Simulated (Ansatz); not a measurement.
# BaTiO3 (R3m): from the cell to its phonons, part 2 of 2

Wanted: phonon frequencies of BaTiO3 (R3m) and what follows from them.

Ansatz 0.2.0; DFT LDA, scalar-relativistic, plane waves, PAW.

So far. Step 3 (Relaxing to small forces for the phonons): The largest force component left is 0.87 meV/Å and the pressure is -0.003 GPa, within the tolerances set. The cell now holds 12.28 Å³/atom. The relaxed cell has a = 5.576, c = 6.841 Å (conventional setting).

### 4. Zone-centre response

The zone centre is the only wavevector solved here; it holds the modes that light can see, as far as symmetry allows. The response to a homogeneous field gives the Born charges and the dielectric tensor, and its change with displacement the Raman tensors.

File input.yaml:

```yaml
crystal:
  lattice:
    - [2.7879002201, 1.6095949425, 2.280461717]
    - [-2.7879002201, 1.6095949425, 2.280461717]
    - [0.0, -3.2191898851, 2.2804617169]
  atoms:
    - { symbol: Ba, position: [-0.0009476575, -0.0009476575, -0.0009476575] }
    - { symbol: Ti, position: [0.4902259111, 0.4902259111, 0.4902259111] }
    - { symbol: O, position: [0.5085576674, 0.5085576674, 0.0128064115] }
    - { symbol: O, position: [0.0128064115, 0.5085576674, 0.5085576674] }
    - { symbol: O, position: [0.5085576674, 0.0128064115, 0.5085576674] }
kpoints:
  mp_grid: { grid: [6, 6, 6] }
hamiltonian:
  xc: lda
scf:
  occupations: { method: fixed }
output:
  eigenvalues: true
phonons:
  method: dfpt
  dielectric: true
  rigid_motions: translations
  raman: true
```

Launch:

```console
> ansatz run input.yaml --threads 4 --pin off --max-ram 7168MiB --backend cpu --events-out ev --progress --plain --runs-dir out
```

Numbers of over 12 decimals in the logs are rounded to 6 here.

The program printed:

```text
[...]
Crystal: 5 atoms, lattice volume = 61.400 Å³
Basis set: ecut = 420 eV, 1213 PW (Γ), exchange–correlation on 54×54×54 points (8 copies of the dense FFT grid, shifted against one another)
Bands: 25, of which v1, the nominal top of the filled ones, is band 20 counted from 1 (19 counted from 0)
Symmetry: 6 space group operations
k-points: 112 of 216 (irreducible under 1 space group operation, time reversal used)
[...]
SCF iter   1: F=—  HF=-9904.547819 eV  |F-HF|=—  |Δ(HF+E_count)|=         —  Δρ=1.88e-2  dr2=2.09e-1  ethr=1.77e-3  ⟨swp⟩=4.5  Hψ=11873  notcnv=0  defer=239
[...]
SCF iter   9: F=-9904.504584 eV  HF=-9904.504584 eV  |F-HF|=2.91e-11  |Δ(HF+E_count)|=  1.18e-10  Δρ=3.28e-7  dr2=4.27e-11  ethr=1.00e-12  ⟨swp⟩=13.4  Hψ=21550  notcnv=0
SCF 1 converged in 9 iterations: F = -9904.504584 eV  dr2 = 4.27e-11
[...]
NSCF: frozen V_eff on 6 k-points
DFPT response loops at Γ: preconditioner auto → none (the input reference at scf.mixing.eps_inf says where Resta's filter doesn't serve); β = 0.50; Broyden in place of MSR1
── the response to a field inside a basis, on 8×8×8 k-points: an SCF that follows is theirs, and a resumed run solves both again ──
Bands: 21, of which v1, the nominal top of the filled ones, is band 20 counted from 1 (19 counted from 0)
k-points: 60 of 512 (time reversal used)
[...]
Eigensolver: Dense (60 Hₖ)
SCF iter   1: F=—  HF=-9904.506438 eV  |F-HF|=—  |Δ(HF+E_count)|=         —  Δρ=6.73e-4  dr2=5.25e-5  ethr=1.00e-1
[...]
SCF iter   7: F=-9904.506417 eV  HF=-9904.506417 eV  |F-HF|=1.82e-11  |Δ(HF+E_count)|=  1.04e-10  Δρ=1.65e-7  dr2=2.26e-11  ethr=1.09e-12
SCF 1 converged in 7 iterations: F = -9904.506417 eV  dr2 = 2.26e-11
[...]
SCF converged after 9 iterations
Free energy (F): -9904.504584 eV
[...]
Internal energy: -9904.504584 eV  (E = F + TS)
E sigma→0 (E₀):  -9904.504584 eV
Fermi energy:    10.517884 eV
[...]
--- Band table (eV; the first three rows and the last of 112) ---
  k-point 0: bands = [... 16 lower, 9.3268, 10.2152, 10.3196, 10.3196, 12.6764, 12.6764, 12.7942, 15.1311, ... 1 higher]
  k-point 1: bands = [... 16 lower, 9.1273, 9.7177, 10.1550, 10.1608, 12.7353, 13.1475, 13.1716, 15.1348, ... 1 higher]
  k-point 2: bands = [... 16 lower, 8.7887, 8.9978, 9.8303, 9.9002, 12.8060, 13.9749, 14.0370, 15.1301, ... 1 higher]
  k-point 111: bands = [... 16 lower, 8.2526, 10.5067, 10.5067, 10.5179, 15.0602, 15.1431, 15.1431, 17.4502, ... 1 higher]
--- Phonons (Γ-DFPT): 7 representative perturbations + reference, on 112 of 216 k-points (Σ response iterations 22) ---
  k mesh reduced under 1 symmetry operation, with k and −k counted as one. Each operation leaves every solved perturbation unchanged. A smaller set is not considered because the run solves the response to a homogeneous field
  ASR residual: 6.402e-5 → 0.000e0 eV/Å²; symmetrization residual: 9.482e-6 eV/Å²
  ASR residual per site (eV/Å²): 2.65e-5 5.88e-5 6.40e-5 6.05e-5 6.05e-5
  Γ frequencies (cm⁻¹): 0.00 0.00 0.00 160.06 160.06 177.40 183.86 183.86 225.16 281.35 295.66 295.66 484.07 484.07 512.23
  ε∞ (high-frequency dielectric tensor):
        6.342073     0.000000     0.000000
        0.000000     6.342073     0.000000
        0.000000     0.000000     6.030360
  ε⁰ (static dielectric tensor: ions relaxed, cell fixed):
      102.855590    -0.000000    -0.000000
       -0.000000   102.855590     0.000000
       -0.000000     0.000000    51.183994
  ε⁰ − ε∞ (ionic part):
       96.513517    -0.000000    -0.000000
       -0.000000    96.513517     0.000000
       -0.000000     0.000000    45.153634
  softest optical mode at Γ: 160.06 cm⁻¹; the repairs (sum rule, projections) moved no ω² at Γ by more than (1.92 cm⁻¹)²
  Born effective charges Z* (e; rows j = field, columns β = displacement):
    site 0:
         2.80601    0.00000    0.00000
        -0.00000    2.80601    0.00000
        -0.00000    0.00000    2.77865
    site 1:
         6.83420    0.00000    0.00000
        -0.00000    6.83420    0.00000
        -0.00000    0.00000    6.21467
    site 2:
        -2.06112    0.00000    0.00000
        -0.00000   -4.36569    1.52588
        -0.00000    1.40536   -2.99777
    site 3:
        -3.78954   -0.99791   -1.32145
        -0.99791   -2.63726   -0.76294
        -1.21708   -0.70268   -2.99777
    site 4:
        -3.78954    0.99791    1.32145
         0.99791   -2.63726   -0.76294
         1.21708   -0.70268   -2.99777
  Z* charge neutrality: 2.961e-3 e pre-enforcement
  solved inside a basis spanned on kpoints, on 8×8×8 k-points: ε∞ is read to err by 2.2e-2, Z* by 2.8e-2 e (field_mesh: kpoints solves on kpoints); Z* is corrected for what the basis lacks
  Raman tensors (in the event stream and the table raman_tensors.tsv): an entry may err by 1.7e0 Å², one of the second-order susceptibility by 1.9e0 pm/V (basis, points and sum rule); their sum over the sites missed zero by 2.044e-4 Å² ahead of its enforcement
  optical modes at Γ without the LO–TO term, one row a degenerate level:
      ω (cm⁻¹)  modes    IR ((D/Å)²/amu)  static Raman (Å⁴/amu)  depolarisation
        160.06      2           128.6127               393.3392           0.750
        177.40      1             8.5448                24.0503           0.048
        183.86      2            16.1370               185.8508           0.750
        225.16      1            50.5431              1325.1738           0.024
        281.35      1             0.0000                 0.0000               —
        295.66      2             0.0030                32.8636           0.750
        484.07      2            13.8167               141.5264           0.750
        512.23      1             8.2448               771.0432           0.008
  optical modes at Γ + LO–TO along q̂ = [1.0000, 0.0000, 0.0000]:
      ω (cm⁻¹)  modes    IR ((D/Å)²/amu)  static Raman (Å⁴/amu)  depolarisation
        160.06      1            64.3064               196.6696           0.750
        177.40      1             8.5448                24.0503           0.048
        181.31      1             0.0032                19.1293           0.750
        183.86      1             8.0685                92.9254           0.750
        225.16      1            50.5431              1325.1738           0.024
        281.35      1             0.0000                 0.0000               —
        295.65      1             0.0001                16.8480           0.750
        295.66      1             0.0015                16.4318           0.750
        451.39      1             3.4384                 1.0368           0.750
        484.07      1             6.9084                70.7632           0.750
        512.23      1             8.2448               771.0432           0.008
        700.99      1            75.8431               114.2590           0.750
  optical modes at Γ + LO–TO along q̂ = [0.0000, 1.0000, 0.0000]:
      ω (cm⁻¹)  modes    IR ((D/Å)²/amu)  static Raman (Å⁴/amu)  depolarisation
        160.06      1            64.3064               196.6696           0.750
        177.40      1             8.5448                24.0503           0.048
        181.31      1             0.0032                19.1293           0.750
        183.86      1             8.0685                92.9254           0.750
        225.16      1            50.5431              1325.1738           0.024
        281.35      1             0.0000                 0.0000               —
        295.65      1             0.0001                16.8480           0.750
        295.66      1             0.0015                16.4318           0.750
        451.39      1             3.4384                 1.0368           0.750
        484.07      1             6.9084                70.7632           0.750
        512.23      1             8.2448               771.0432           0.008
        700.99      1            75.8431               114.2590           0.750
  optical modes at Γ + LO–TO along q̂ = [0.0000, 0.0000, 1.0000]:
      ω (cm⁻¹)  modes    IR ((D/Å)²/amu)  static Raman (Å⁴/amu)  depolarisation
        160.06      2           128.6127               393.3392           0.750
        183.86      2            16.1370               185.8508           0.750
        184.65      1             0.0212                82.8043           0.015
        281.35      1             0.0000                 0.0000               —
        295.66      2             0.0030                32.8636           0.750
        464.88      1             5.0649                32.1049           0.006
        484.07      2            13.8167               141.5264           0.750
        694.40      1            62.2466               894.7069           0.010
```

Wall time 7.9 min (4 threads of Arm Neoverse N1, shared host); peak memory 1.4 GiB.

This step gave:

- sum-rule residual before enforcement: 6.40e-5 eV/Å²
- miss of the charge sum rule: 0.002961 e
- estimated error of the dielectric tensor: 0.02198
- estimated error of the Born charges: 0.02822 e
- point group: 3m
- highest optical mode at the zone centre (no LO-TO term): 512.2 cm⁻¹
- lowest optical zone-centre mode: 160.1 cm⁻¹
- mean high-frequency dielectric constant: 6.238
- largest Born charge (third of the trace): 6.628 e
- mean static dielectric constant: 85.63
- top of the zone-centre spectrum with the field: 701.0 cm⁻¹

Without the LO-TO term. Patterns of degenerate modes are one choice out of their space. The modes at Γ (shares of kinetic energy by element, %):

```tsv
mode	frequency (cm⁻¹)	symmetry	Ba %	Ti %	O %
1	0.0	acoustic	59	21	21
2	0.0	acoustic	59	21	21
3	0.0	acoustic	59	21	21
4	160.1	E	11	10	79
5	160.1	E	11	10	79
6	177.4	A1	40	18	42
7	183.9	E	30	69	1
8	183.9	E	30	69	1
9	225.2	A1	1	62	37
10	281.4	A2	0	0	100
11	295.7	E	0	0	100
12	295.7	E	0	0	100
13	484.1	E	0	1	99
14	484.1	E	0	1	99
15	512.2	A1	0	0	100
```

Displacements in mode 5 (160.1 cm⁻¹), the largest set to 1:
```
Ba1  0.03 -0.21  0.00
Ti2  0.04 -0.35  0.00
O3  -0.11  1.00 -0.07
O4  -0.08  0.93  0.03
O5  -0.16  0.94  0.04
```

Displacements in mode 11 (295.7 cm⁻¹), the largest set to 1:
```
Ba1  0.00  0.00  0.00
Ti2  0.00  0.01  0.00
O3  -0.03  0.68  1.00
O4   0.60 -0.32 -0.53
O5  -0.58 -0.36 -0.47
```

Optical modes at the zone centre, without and with the macroscopic field of the longitudinal modes; each column is sorted by frequency, so a row need not hold one and the same mode. Modes with and without the field, by row:

```tsv
rank among optical modes	no field (cm⁻¹)	q along (1, 0, 0) (cm⁻¹)	q along (0, 0, 1) (cm⁻¹)
1	160.1	160.1	160.1
2	160.1	177.4	160.1
3	177.4	181.3	183.9
4	183.9	183.9	183.9
5	183.9	225.2	184.7
6	225.2	281.4	281.4
7	281.4	295.6	295.7
8	295.7	295.7	295.7
9	295.7	451.4	464.9
10	484.1	484.1	484.1
11	484.1	512.2	484.1
12	512.2	701	694.4
```

Born charge (rows field, columns displacement) (e), principal values of the symmetric part by kind of site:

```tsv
atom	atoms with these values	low	middle	high	mean
Ba1	1	2.78	2.81	2.81	2.80
Ti2	1	6.21	6.83	6.83	6.63
O3	3	-5.30	-2.06	-2.06	-3.14
```

In full for Ba1:

```
2.81 0.00 0.00
0.00 2.81 0.00
0.00 0.00 2.78
```

High-frequency dielectric tensor:

```
6.34 0.00 0.00
0.00 6.34 0.00
0.00 0.00 6.03
```

Static dielectric tensor (ions relaxed, fixed cell):

```
102.9   0.0   0.0
  0.0 102.9   0.0
  0.0   0.0  51.2
```

Transverse modes. Lines of the infrared spectrum (strongest = 100):

```tsv
position (cm⁻¹)	label	relative intensity
160	E	100
177	A1	6.6
184	E	13
225	A1	39
281	A2	0.0
296	E	0.0
484	E	11
512	A1	6.4
```

Activity x (w_L - w)^4 (n + 1)/w, 532 nm, 300 K; modes without the macroscopic field alone. Raman lines, with heights relative to the strongest:

```tsv
position (cm⁻¹)	label	relative intensity
160	E	52
177	A1	2.7
184	E	20
225	A1	100
281	A2	0.0
296	E	1.6
484	E	3.4
512	A1	17
```

Static second-order susceptibility (pm/V), twice the coefficient d of second-harmonic generation. Second order susceptibility, by row:

```tsv
field along	xx	yy	zz	yz	xz	xy
x	0	0	0	0	20.46	3.9
y	3.9	-3.9	0	20.46	0	0
z	20.46	20.46	42.51	0	0	0
```

Before it was imposed, the acoustic sum rule was missed by 6.4e-5 eV/Å² and the charge sum rule by 0.0030 e. Small misses are needed for a sound result but don't prove that mesh and cutoff are converged. The lowest optical mode is real, 160 cm⁻¹.

### 5. Another isotope, element Ba, natural mass 137.327 amu

An isotope changes the mass and not the force constants, so no new electronic calculation is needed; the shifts show which modes move this element.

The same force constants with the mass of Ba changed from 137.327 to 133.905 u (phonopy, no LO-TO term). Both lists are sorted by frequency; levels can cross, so a row need not hold one and the same mode. Modes under 3 cm⁻¹ are left out. Isotope shifts, by row:

```tsv
q	rank	natural mass (cm⁻¹)	changed mass (cm⁻¹)
0 0 0	4	160.1	160.3
0 0 0	5	160.1	160.3
0 0 0	6	177.4	178.3
0 0 0	7	183.9	184.6
0 0 0	8	183.9	184.6
0 0 0	9	225.2	225.2
0 0 0	10	281.4	281.4
0 0 0	11	295.7	295.7
0 0 0	12	295.7	295.7
0 0 0	13	484.1	484.1
0 0 0	14	484.1	484.1
0 0 0	15	512.2	512.2
```

A mode of this element alone would shift by +1.27 %. The highest zone-centre frequency without the field goes from 512.2 to 512.2 cm⁻¹ (+0.0 %). The product of the frequency ratios over all optical modes at Γ is 1.016; the product rule, (m/m′)^(3k/2) (M′/M)^(3/2) with k = 1 such atoms and M the mass of the cell, gives 1.016.

### 6. Another isotope, element O, natural mass 15.999 amu

The same for O, from 16.00 to 18.00 u.

The same force constants with the mass of O changed from 15.999 to 17.999 u (phonopy, no LO-TO term). Both lists are sorted by frequency; levels can cross, so a row need not hold one and the same mode. Modes under 3 cm⁻¹ are left out. Isotope shifts, by row:

```tsv
q	rank	natural mass (cm⁻¹)	changed mass (cm⁻¹)
0 0 0	4	160.1	152.9
0 0 0	5	160.1	152.9
0 0 0	6	177.4	172.7
0 0 0	7	183.9	183.7
0 0 0	8	183.9	183.7
0 0 0	9	225.2	220.8
0 0 0	10	281.4	265.3
0 0 0	11	295.7	278.8
0 0 0	12	295.7	278.8
0 0 0	13	484.1	456.5
0 0 0	14	484.1	456.5
0 0 0	15	512.2	482.9
```

A mode of this element alone would shift by -5.72 %. The highest zone-centre frequency without the field goes from 512.2 to 482.9 cm⁻¹ (-5.7 %). The product of the frequency ratios over all optical modes at Γ is 0.611; the product rule, (m/m′)^(3k/2) (M′/M)^(3/2) with k = 3 such atoms and M the mass of the cell, gives 0.611.

### 7. Another isotope, element Ti, natural mass 47.867 amu

The same for Ti, from 47.87 to 49.94 u.

A mode of this element alone would shift by -2.10 %. The highest zone-centre frequency without the field goes from 512.2 to 512.2 cm⁻¹ (+0.0 %). The product of the frequency ratios over all optical modes at Γ is 0.951; the product rule, (m/m′)^(3k/2) (M′/M)^(3/2) with k = 1 such atoms and M the mass of the cell, gives 0.951.

### 8. Results

| Quantity | Value |
| --- | --- |
| space group after relaxation (within 0.01 Å) | R3m |
| volume per atom | 12.3 Å³ |
| gap on the k-mesh | 2.16 eV |
| highest optical mode at the zone centre (no LO-TO term) | 512 cm⁻¹ |
| top of the zone-centre spectrum with the field | 701 cm⁻¹ |
| lowest optical zone-centre mode | 160 cm⁻¹ |
| mean high-frequency dielectric constant | 6.24 |
| mean static dielectric constant | 85.6 |
| largest Born charge (third of the trace) | 6.63 e |
| imaginary modes at Γ (the only wavevector solved) | none |

In words: The structure is stable against zone-centre distortions, since no mode there is imaginary; other wavevectors were not solved, so zone-boundary instabilities are untested. Without the field, the optical modes at Γ span 160 to 512 cm⁻¹. No dispersion was computed. The highest mode in this list at Γ, 512.2 cm⁻¹, is mostly motion of O (100 % of the kinetic energy). With the macroscopic field of the longitudinal modes the top of the zone-centre spectrum lies at 701 cm⁻¹, against 512 cm⁻¹ without it. Lattice motion raises the mean dielectric constant from 6.238 to 85.63. The strongest infrared line is at 160 cm⁻¹. Averaged over orientations, the strongest Raman line at 532 nm and 300 K is at 225 cm⁻¹, among the modes without the field; their longitudinal partners can be Raman active too. The tensors are the static, non-resonant ones, while 532 nm light (2.33 eV) lies above the computed gap. Spin-orbit coupling is left out, which can matter for the heavy elements here. These are harmonic frequencies at zero temperature: anharmonic shifts, linewidths and thermal expansion are left out.

[Logs are printed without paths, hosts, clocks, repeated set-up lines and the standing remarks that a program may print on its own settings, such as how far it seeks lower states.]

[Hosts, paths, dates, database ids (printed as entryN), source tags and the programs' standing remarks are cut or masked in the printed files.]
